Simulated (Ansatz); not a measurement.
# Ge wire along [111], 14 atoms a period, H-terminated: bands by functional and under strain, part 3 of 3

Wanted: the relaxed geometry and the bands of the Ge wire along [111], 14 atoms a period, H-terminated.

Ansatz 0.2.0; DFT PBE, plane waves, PAW; relaxation of a wire's period; PAW set soft_1 (the session's first sound run).

So far, band gap (eV): step 3 (the wire at its relaxed period, PBE) 3.12; step 4 (levels at the same atoms, cutoff 500 eV, k-mesh 1×1×7, r2SCAN PBE) 3.47; step 5 (levels at the same atoms, level HSE06, cutoff 420 eV, HSE06 PBE) 3.90.

### Step 6. At a strained period, period over the relaxed period 0.97

This step: DFT PBE, plane waves, PAW; relaxation at a fixed period; PAW set soft_1 (Ansatz 0.2.0).

The period is set to 0.97 times the relaxed one and the atoms relax within it: strain changes bond lengths and angles, which shifts the bands against each other. Against the first PBE run of this kind, the mesh along the wire has 7 points against 9.

The cell differs from the one that the last finished run ended in (c 9.957 → 9.658 Å).

Input file input.yaml:

```yaml
crystal:
  lattice:
    - [13.42, 0.0, 0.0]
    - [0.0, 14.445, 0.0]
    - [0.0, 0.0, 9.6584914575]
  atoms:
    - { symbol: Ge, position: [0.500015067, 0.499984444, 0.000476299] }
    - { symbol: Ge, position: [0.500015067, 0.499986793, 0.249523701] }
    - { symbol: H, position: [0.256605312, 0.46905172, 0.283625269] }
    - { symbol: H, position: [0.349479056, 0.319609697, 0.283617663] }
    - { symbol: H, position: [0.407142312, 0.71129606, 0.283615665] }
    - { symbol: H, position: [0.592887822, 0.71129606, 0.283615665] }
    - { symbol: H, position: [0.650551077, 0.319609697, 0.283617663] }
    - { symbol: H, position: [0.743424822, 0.46905172, 0.283625269] }
    - { symbol: Ge, position: [0.351680724, 0.420420684, 0.336361563] }
    - { symbol: Ge, position: [0.500015067, 0.659119691, 0.3363603] }
    - { symbol: Ge, position: [0.648349409, 0.420420684, 0.336361563] }
    - { symbol: Ge, position: [0.351455239, 0.420296198, 0.582573448] }
    - { symbol: Ge, position: [0.500015067, 0.65937021, 0.582574396] }
    - { symbol: Ge, position: [0.648574895, 0.420296198, 0.582573448] }
    - { symbol: H, position: [0.256901412, 0.630374095, 0.615257943] }
    - { symbol: H, position: [0.500015067, 0.239174017, 0.615251658] }
    - { symbol: H, position: [0.743128721, 0.630374095, 0.615257943] }
    - { symbol: H, position: [0.256901412, 0.369597142, 0.634742057] }
    - { symbol: H, position: [0.500015067, 0.760797219, 0.634748342] }
    - { symbol: H, position: [0.743128721, 0.369597142, 0.634742057] }
    - { symbol: Ge, position: [0.351455239, 0.579675039, 0.667426552] }
    - { symbol: Ge, position: [0.500015067, 0.340601027, 0.667425604] }
    - { symbol: Ge, position: [0.648574895, 0.579675039, 0.667426552] }
    - { symbol: Ge, position: [0.351680724, 0.579550553, 0.913638437] }
    - { symbol: Ge, position: [0.500015067, 0.340851546, 0.9136397] }
    - { symbol: Ge, position: [0.648349409, 0.579550553, 0.913638437] }
    - { symbol: H, position: [0.256605312, 0.530919517, 0.966374731] }
    - { symbol: H, position: [0.349479056, 0.68036154, 0.966382337] }
    - { symbol: H, position: [0.407142312, 0.288675177, 0.966384335] }
    - { symbol: H, position: [0.592887822, 0.288675177, 0.966384335] }
    - { symbol: H, position: [0.650551077, 0.68036154, 0.966382337] }
    - { symbol: H, position: [0.743424822, 0.530919517, 0.966374731] }
kpoints:
  mp_grid: { grid: [1, 1, 7] }
  band_path: { path: ["Γ", Z], npoints: 90 }
scf:
  occupations: { method: fermi_dirac, width: 0.05 }
hamiltonian:
  xc: pbe
  pseudopotentials: { kind: paw, azcp: { folder: soft_1 } }
relax:
  max_steps: 40
  f_tol: 0.02
output:
  stress: true
```

Started as:

```bash
$ ansatz run input.yaml --threads 4 --pin off --max-ram 16384MiB --backend cpu --events-out ev --progress --plain --runs-dir out
```

Numbers of over 12 decimals in the logs are rounded to 6 here.

The log of the run:

```text
Warning: output.stress: scf.convergence.dr2_threshold = 1e-7 eV (the SCF's general default) is looser than the 3.2e-9 eV advised for a printed stress (1e-10 eV for each atom of the cell: 32). What an SCF threshold leaves in a stress goes as its square root, and in the free energy as the threshold itself, and one threshold admits the most on a small cell: [figures from the program's tests cut] Every solve of this run  [...]
[...]
Crystal: 32 atoms, lattice volume = 1872.317 Å³
Basis set: ecut = 420 eV, 36561 PW (Γ), exchange–correlation on 180×200×144 points (8 copies of the dense FFT grid, shifted against one another)
Bands: 139, of which v1, the nominal top of the filled ones, is band 107 counted from 1 (106 counted from 0)
Symmetry: 4 space group operations
[...]
k-points: 4 of 7
[...]
SCF iter   1: F=—  HF=-60416.238212 eV  |F-HF|=—  |Δ(HF+E_count)|=         —  Δρ=3.13e-2  dr2=1.55e1  ethr=3.10e-3  ⟨swp⟩=7.0  Hψ=2331  notcnv=0  defer=11
[...]
SCF iter   7: F=-60411.572968 eV  HF=-60411.572964 eV  |F-HF|=4.40e-6  |Δ(HF+E_count)|=   1.20e-5  Δρ=1.90e-5  dr2=8.31e-6  ethr=4.67e-9  ⟨swp⟩=3.2  Hψ=2022  notcnv=0
SCF 1 converged in 7 iterations: F = -60411.572968 eV  dr2 = 8.31e-6
[...]
relax step   1: F+E_penalty+E_count = -60411.57296799 eV  Δ(F+E_penalty+E_count) = +0.000e0 eV  max|allowed force component| = 4.654e-1 eV/Å  Δτ_max = 0.0000 Å  (7 SCF iters, dr2 threshold 1.00e-5 eV, accepted)
[...]
SCF iter   6: F=-60411.693695 eV  HF=-60411.693695 eV  |F-HF|=5.52e-7  |Δ(HF+E_count)|=   5.07e-7  Δρ=1.07e-5  dr2=2.32e-6  ethr=6.33e-9  ⟨swp⟩=4.0  Hψ=1576  notcnv=0
SCF 2 converged in 6 iterations: F = -60411.693695 eV  dr2 = 2.32e-6
relax step   2: F+E_penalty+E_count = -60411.69369517 eV  Δ(F+E_penalty+E_count) = -1.207e-1 eV  max|allowed force component| = 1.340e-1 eV/Å  Δτ_max = 0.0971 Å  (6 SCF iters, dr2 threshold 1.35e-5 eV, accepted)
SCF iter   1: F=—  HF=-60411.713276 eV  |F-HF|=—  |Δ(HF+E_count)|=         —  Δρ=1.60e-3  dr2=2.44e-2  ethr=1.35e-4  ⟨swp⟩=3.8  Hψ=904  notcnv=0  defer=102
[...]
SCF iter   6: F=-60411.709539 eV  HF=-60411.709540 eV  |F-HF|=1.17e-7  |Δ(HF+E_count)|=   4.27e-7  Δρ=2.80e-6  dr2=2.12e-7  ethr=5.24e-10  ⟨swp⟩=4.0  Hψ=1576  notcnv=0
SCF 3 converged in 6 iterations: F = -60411.709539 eV  dr2 = 2.12e-7
[...]
relax step   3: F+E_penalty+E_count = -60411.70953940 eV  Δ(F+E_penalty+E_count) = -1.584e-2 eV  max|allowed force component| = 3.879e-2 eV/Å  Δτ_max = 0.0349 Å  (6 SCF iters, dr2 threshold 1.12e-6 eV, accepted)
SCF iter   1: F=—  HF=-60411.710303 eV  |F-HF|=—  |Δ(HF+E_count)|=         —  Δρ=1.85e-4  dr2=3.22e-4  ethr=1.75e-6  ⟨swp⟩=2.0  Hψ=846  notcnv=0  defer=102
[...]
SCF iter   5: F=-60411.710219 eV  HF=-60411.710219 eV  |F-HF|=5.33e-9  |Δ(HF+E_count)|=   4.10e-9  Δρ=1.24e-6  dr2=2.87e-8  ethr=4.67e-11  ⟨swp⟩=5.0  Hψ=1632  notcnv=0
SCF 4 converged in 5 iterations: F = -60411.710219 eV  dr2 = 2.87e-8
relax step   4: F+E_penalty+E_count = -60411.71021866 eV  Δ(F+E_penalty+E_count) = -6.793e-4 eV  max|allowed force component| = 5.619e-3 eV/Å  Δτ_max = 0.0035 Å  (5 SCF iters, accepted)
[...]
the band table was solved once a step of the walk had ended and its energy, with any forces and stress, was formed, with the checks that follow a solve (3196 applications of the Hamiltonian). They found nothing against the state; the energy, forces and stress were not computed again (output.eigenvalues in the input reference)
[...]
SCF converged after 5 iterations
Free energy (F): -60411.710219 eV
[...]
Internal energy: -60411.710219 eV  (E = F + TS)
E sigma→0 (E₀):  -60411.710219 eV
Fermi energy:    -1.576114 eV
[...]
--- Forces (eV/Å), atoms counted from 1 ---
  atom   1  Ge     0.00000000    -0.00003074     0.00260390
  atom   2  Ge     0.00000000     0.00003074    -0.00260390
  atom   3  H      0.00027581     0.00056146     0.00074611
  atom   4  H      0.00063082    -0.00004013     0.00072684
  atom   5  H     -0.00035137    -0.00052135     0.00073656
  atom   6  H      0.00035137    -0.00052135     0.00073656
  atom   7  H     -0.00063082    -0.00004013     0.00072684
  atom   8  H     -0.00027581     0.00056146     0.00074611
  atom   9  Ge    -0.00486978    -0.00279770     0.00019443
  atom  10  Ge     0.00000000     0.00561910     0.00017028
  atom  11  Ge     0.00486978    -0.00279770     0.00019443
  atom  12  Ge    -0.00217029    -0.00127624     0.00003249
  atom  13  Ge     0.00000000     0.00257757     0.00002624
  atom  14  Ge     0.00217029    -0.00127624     0.00003249
  atom  15  H      0.00439795    -0.00255112    -0.00060811
  atom  16  H      0.00000000     0.00509897    -0.00060808
  atom  17  H     -0.00439795    -0.00255112    -0.00060811
  atom  18  H      0.00439795     0.00255112     0.00060811
  atom  19  H      0.00000000    -0.00509897     0.00060808
  atom  20  H     -0.00439795     0.00255112     0.00060811
  atom  21  Ge    -0.00217029     0.00127624    -0.00003249
  atom  22  Ge     0.00000000    -0.00257757    -0.00002624
  atom  23  Ge     0.00217029     0.00127624    -0.00003249
  atom  24  Ge    -0.00486978     0.00279770    -0.00019443
  atom  25  Ge     0.00000000    -0.00561910    -0.00017028
  atom  26  Ge     0.00486978     0.00279770    -0.00019443
  atom  27  H      0.00027581    -0.00056146    -0.00074611
  atom  28  H      0.00063082     0.00004013    -0.00072684
  atom  29  H     -0.00035137     0.00052135    -0.00073656
  atom  30  H      0.00035137     0.00052135    -0.00073656
  atom  31  H     -0.00063082     0.00004013    -0.00072684
  atom  32  H     -0.00027581    -0.00056146    -0.00074611
  max |Σ_I F_I| component: 1.84e-18 eV/Å
--- Stress (GPa, compression-positive) ---
        0.002039       0.000000       0.000000
        0.000000      -0.000819       0.000021
        0.000000       0.000021       0.311843
  P = ⅓ Tr σ = 0.1044 GPa (1.044 kbar)
--- Band table (eV) ---
  k-point 0: bands = [... 103 lower, -4.1880, -3.9981, -3.9978, -3.1824, 0.2745, 0.4256, 0.4281, 0.4580, ... 28 higher]
  k-point 1: bands = [... 103 lower, -4.1456, -3.9452, -3.9449, -3.2441, 0.2045, 0.3275, 0.3319, 0.4958, ... 28 higher]
  k-point 2: bands = [... 103 lower, -4.1650, -3.8627, -3.8626, -3.4323, 0.1071, 0.2832, 0.2886, 0.4976, ... 28 higher]
  k-point 3: bands = [... 103 lower, -4.1607, -3.8184, -3.8183, -3.7440, 0.0634, 0.2558, 0.3163, 0.3224, ... 28 higher]
--- Relaxed structure (4 steps of the walk, 4 accepted, 0 SCFs on fresh bases) ---
  F+E_penalty+E_count = -60411.71021866 eV   max|allowed force component| = 5.619e-3 eV/Å
  atoms:
    - { symbol: Ge, position: [0.500015, 0.499983, -0.00138519] }
    - { symbol: Ge, position: [0.500015, 0.499988, 0.251385] }
    - { symbol: H, position: [0.256624, 0.469229, 0.274791] }
    - { symbol: H, position: [0.349657, 0.319538, 0.274773] }
    - { symbol: H, position: [0.406986, 0.711193, 0.274767] }
    - { symbol: H, position: [0.593044, 0.711193, 0.274767] }
    - { symbol: H, position: [0.650374, 0.319538, 0.274773] }
    - { symbol: H, position: [0.743406, 0.469229, 0.274791] }
    - { symbol: Ge, position: [0.350157, 0.419603, 0.331762] }
    - { symbol: Ge, position: [0.500015, 0.660758, 0.331753] }
    - { symbol: Ge, position: [0.649873, 0.419603, 0.331762] }
    - { symbol: Ge, position: [0.350309, 0.419679, 0.584108] }
    - { symbol: Ge, position: [0.500015, 0.660606, 0.584101] }
    - { symbol: Ge, position: [0.649721, 0.419679, 0.584108] }
    - { symbol: H, position: [0.256816, 0.630415, 0.607774] }
    - { symbol: H, position: [0.500015, 0.239081, 0.607771] }
    - { symbol: H, position: [0.743214, 0.630415, 0.607774] }
    - { symbol: H, position: [0.256816, 0.369556, 0.642226] }
    - { symbol: H, position: [0.500015, 0.760890, 0.642229] }
    - { symbol: H, position: [0.743214, 0.369556, 0.642226] }
    - { symbol: Ge, position: [0.350309, 0.580292, 0.665892] }
    - { symbol: Ge, position: [0.500015, 0.339366, 0.665899] }
    - { symbol: Ge, position: [0.649721, 0.580292, 0.665892] }
    - { symbol: Ge, position: [0.350157, 0.580369, 0.918238] }
    - { symbol: Ge, position: [0.500015, 0.339213, 0.918247] }
    - { symbol: Ge, position: [0.649873, 0.580369, 0.918238] }
    - { symbol: H, position: [0.256624, 0.530742, 0.975209] }
    - { symbol: H, position: [0.349657, 0.680434, 0.975227] }
    - { symbol: H, position: [0.406986, 0.288778, 0.975233] }
    - { symbol: H, position: [0.593044, 0.288778, 0.975233] }
    - { symbol: H, position: [0.650374, 0.680434, 0.975227] }
    - { symbol: H, position: [0.743406, 0.530742, 0.975209] }
```

It took 4.9 min on 4 threads of Arm Neoverse V1, shared host; peak memory 12 GiB.

Step by step:

| step | energy less that of the first step (eV) | largest force component (eV/Å) |
| --- | --- | --- |
| 1 | 0.0000 | 0.4654 |
| 2 | -0.1207 | 0.1340 |
| 3 | -0.1366 | 0.0388 |
| 4 | -0.1373 | 0.0056 |

Forces are held to the 4 operations that the run works with; a distortion that breaks them can't arise in this run.

The atoms that moved most (Å):

| atom | dx | dy | dz | length |
| --- | --- | --- | --- | --- |
| H5 | -0.002 | -0.001 | -0.085 | 0.085 |
| H29 | -0.002 | 0.001 | 0.085 | 0.085 |
| H6 | 0.002 | -0.001 | -0.085 | 0.085 |
| H30 | 0.002 | 0.001 | 0.085 | 0.085 |
| H4 | 0.002 | -0.001 | -0.085 | 0.085 |
| H28 | 0.002 | 0.001 | 0.085 | 0.085 |
| H7 | -0.002 | -0.001 | -0.085 | 0.085 |
| H31 | -0.002 | 0.001 | 0.085 | 0.085 |

Final coordinates:

```xyz
32
Lattice="13.4200 0.0000 0.0000 0.0000 14.4450 0.0000 0.0000 0.0000 9.6585" Properties=species:S:1:pos:R:3
Ge    6.7102    7.2223   -0.0134
Ge    6.7102    7.2223    2.4280
H     3.4439    6.7780    2.6541
H     4.6924    4.6157    2.6539
H     5.4618   10.2732    2.6538
H     7.9587   10.2732    2.6538
H     8.7280    4.6157    2.6539
H     9.9765    6.7780    2.6541
Ge    4.6991    6.0612    3.2043
Ge    6.7102    9.5446    3.2042
Ge    8.7213    6.0612    3.2043
Ge    4.7011    6.0623    5.6416
Ge    6.7102    9.5424    5.6415
Ge    8.7193    6.0623    5.6416
H     3.4465    9.1063    5.8702
H     6.7102    3.4535    5.8701
H     9.9739    9.1063    5.8702
H     3.4465    5.3382    6.2029
H     6.7102   10.9911    6.2030
H     9.9739    5.3382    6.2029
Ge    4.7011    8.3823    6.4315
Ge    6.7102    4.9021    6.4316
Ge    8.7193    8.3823    6.4315
Ge    4.6991    8.3834    8.8688
Ge    6.7102    4.8999    8.8689
Ge    8.7213    8.3834    8.8688
H     3.4439    7.6666    9.4191
H     4.6924    9.8289    9.4192
H     5.4618    4.1714    9.4193
H     7.9587    4.1714    9.4193
H     8.7280    9.8289    9.4192
H     9.9765    7.6666    9.4191
```

Numbers from this step:

- band gap: 3.244 eV

The electronic bands at the labelled points (eV, zero at the Fermi level; v1 is the highest filled band, c1 the lowest empty one):

| point | v4 | v3 | v2 | v1 | c1 | c2 | c3 | c4 |
| --- | --- | --- | --- | --- | --- | --- | --- | --- |
| Γ | -2.61 | -2.42 | -2.42 | -1.61 | 1.85 | 2.00 | 2.00 | 2.03 |
| halfway | -2.58 | -2.30 | -2.30 | -1.80 | 1.70 | 1.86 | 1.87 | 2.08 |
| Z | -2.40 | -2.33 | -2.24 | -2.24 | 1.64 | 1.79 | 1.90 | 1.91 |

The gap is 3.24 eV, against 3.12 eV under PBE at the relaxed period.

### Step 7. At a strained period, period over the relaxed period 0.94

The period is set to 0.94 times the relaxed one and the atoms relax within it: strain changes bond lengths and angles, which shifts the bands against each other. Against the first PBE run of this kind, the mesh along the wire has 7 points against 9.

The cell differs from the one that the last finished run ended in (c 9.658 → 9.360 Å).

input.yaml, as its differences from that of step 6:

```diff
@@ -4,3 +4,3 @@
     - [0.0, 14.445, 0.0]
-    - [0.0, 0.0, 9.6584914575]
+    - [0.0, 0.0, 9.3597752269]
   atoms:
```

The log of the run:

```text
[...]
Crystal: 32 atoms, lattice volume = 1814.410 Å³
Basis set: ecut = 420 eV, 35519 PW (Γ), exchange–correlation on 180×200×128 points (8 copies of the dense FFT grid, shifted against one another)
Bands: 139, of which v1, the nominal top of the filled ones, is band 107 counted from 1 (106 counted from 0)
Symmetry: 4 space group operations
[...]
- { symbol: Ge, position: [0.348584, 0.581211, 0.922409] }
    - { symbol: Ge, position: [0.500015, 0.337526, 0.922417] }
    - { symbol: Ge, position: [0.651446, 0.581211, 0.922409] }
[...]
- { symbol: H, position: [0.406851, 0.288829, 0.984069] }
    - { symbol: H, position: [0.593179, 0.288829, 0.984069] }
    - { symbol: H, position: [0.650259, 0.680516, 0.984064] }
    - { symbol: H, position: [0.743426, 0.530607, 0.984047] }
[key lines of the parts left out:]
SCF converged after 2 iterations
Free energy (F): -60411.537769 eV
Fermi energy:    -1.423987 eV
P = ⅓ Tr σ = 0.2124 GPa (2.124 kbar)
```

Run time: 5 min. Hardware: 4 threads; peak memory 12 GiB; 20 min of CPU time.

Relaxation path:

| step | energy less that of the first step (eV) | largest force component (eV/Å) |
| --- | --- | --- |
| 1 | 0.0000 | 1.1088 |
| 2 | -0.5558 | 0.3516 |
| 3 | -0.6155 | 0.0827 |
| 4 | -0.6198 | 0.0155 |
| 5 | -0.6198 | 0.0155 |

The run keeps the 4 symmetry operations that it works with, so distortions that break them were not tested.

The atoms that moved most (Å):

| atom | dx | dy | dz | length |
| --- | --- | --- | --- | --- |
| H5 | -0.004 | -0.002 | -0.166 | 0.166 |
| H29 | -0.004 | 0.002 | 0.166 | 0.166 |
| H6 | 0.004 | -0.002 | -0.166 | 0.166 |
| H30 | 0.004 | 0.002 | 0.166 | 0.166 |
| H4 | 0.004 | -0.002 | -0.165 | 0.166 |
| H28 | 0.004 | 0.002 | 0.165 | 0.166 |
| H7 | -0.004 | -0.002 | -0.165 | 0.166 |
| H31 | -0.004 | 0.002 | 0.165 | 0.166 |

Final coordinates:

```xyz
32
Lattice="13.4200 0.0000 0.0000 0.0000 14.4450 0.0000 0.0000 0.0000 9.3598" Properties=species:S:1:pos:R:3
Ge    6.7102    7.2222   -0.0384
Ge    6.7102    7.2223    2.3784
H     3.4436    6.7800    2.4893
H     4.6939    4.6145    2.4891
H     5.4599   10.2724    2.4891
H     7.9605   10.2724    2.4891
H     8.7265    4.6145    2.4891
H     9.9768    6.7800    2.4893
Ge    4.6780    6.0490    3.0662
Ge    6.7102    9.5690    3.0661
Ge    8.7424    6.0490    3.0662
Ge    4.6829    6.0517    5.4886
Ge    6.7102    9.5635    5.4885
Ge    8.7375    6.0517    5.4886
H     3.4447    9.1073    5.6015
H     6.7102    3.4516    5.6014
H     9.9757    9.1073    5.6015
H     3.4447    5.3372    6.0983
H     6.7102   10.9930    6.0983
H     9.9757    5.3372    6.0983
Ge    4.6829    8.3929    6.2111
Ge    6.7102    4.8811    6.2112
Ge    8.7375    8.3929    6.2111
Ge    4.6780    8.3956    8.6335
Ge    6.7102    4.8756    8.6336
Ge    8.7424    8.3956    8.6335
H     3.4436    7.6646    9.2105
H     4.6939    9.8300    9.2106
H     5.4599    4.1721    9.2107
H     7.9605    4.1721    9.2107
H     8.7265    9.8300    9.2106
H     9.9768    7.6646    9.2105
```

This step gave:

```
band gap : 3.323 eV
```

The gap is 3.32 eV, against 3.12 eV under PBE at the relaxed period.

### Step 8. Results

| Quantity | Value |
| --- | --- |
| cell length, PBE | 9.957 Å |
| gap, PBE | 3.12 eV |
| gap, r2SCAN | 3.47 eV |
| gap, HSE06 | 3.90 eV |
| gap, period scaled by 0.97 | 3.24 eV |
| gap, period scaled by 0.94 | 3.32 eV |

What this shows: Under PBE the cell's length is 9.96 Å, and a gap of 3.12 eV makes it a semiconductor. At the relaxed period the wire is gapped under every functional, from 3.12 eV (PBE) to 3.90 eV (HSE06). Weak screening in one dimension makes quasiparticle gaps larger than the semilocal gaps, as a rule. Strain matters: under PBE the gap goes from 3.12 eV to 3.32 eV at 0.94 times the period and 3.24 eV at 0.97 times the period. A hybrid's gap is read on a coarse mesh, without a band path.

[Logs are printed without paths, hosts, clocks, repeated set-up lines and the standing remarks that a program may print on its own settings, such as how far it seeks lower states.]

[Hosts, paths, dates, database ids (printed as entryN), source tags and the programs' standing remarks are cut or masked in the printed files.]
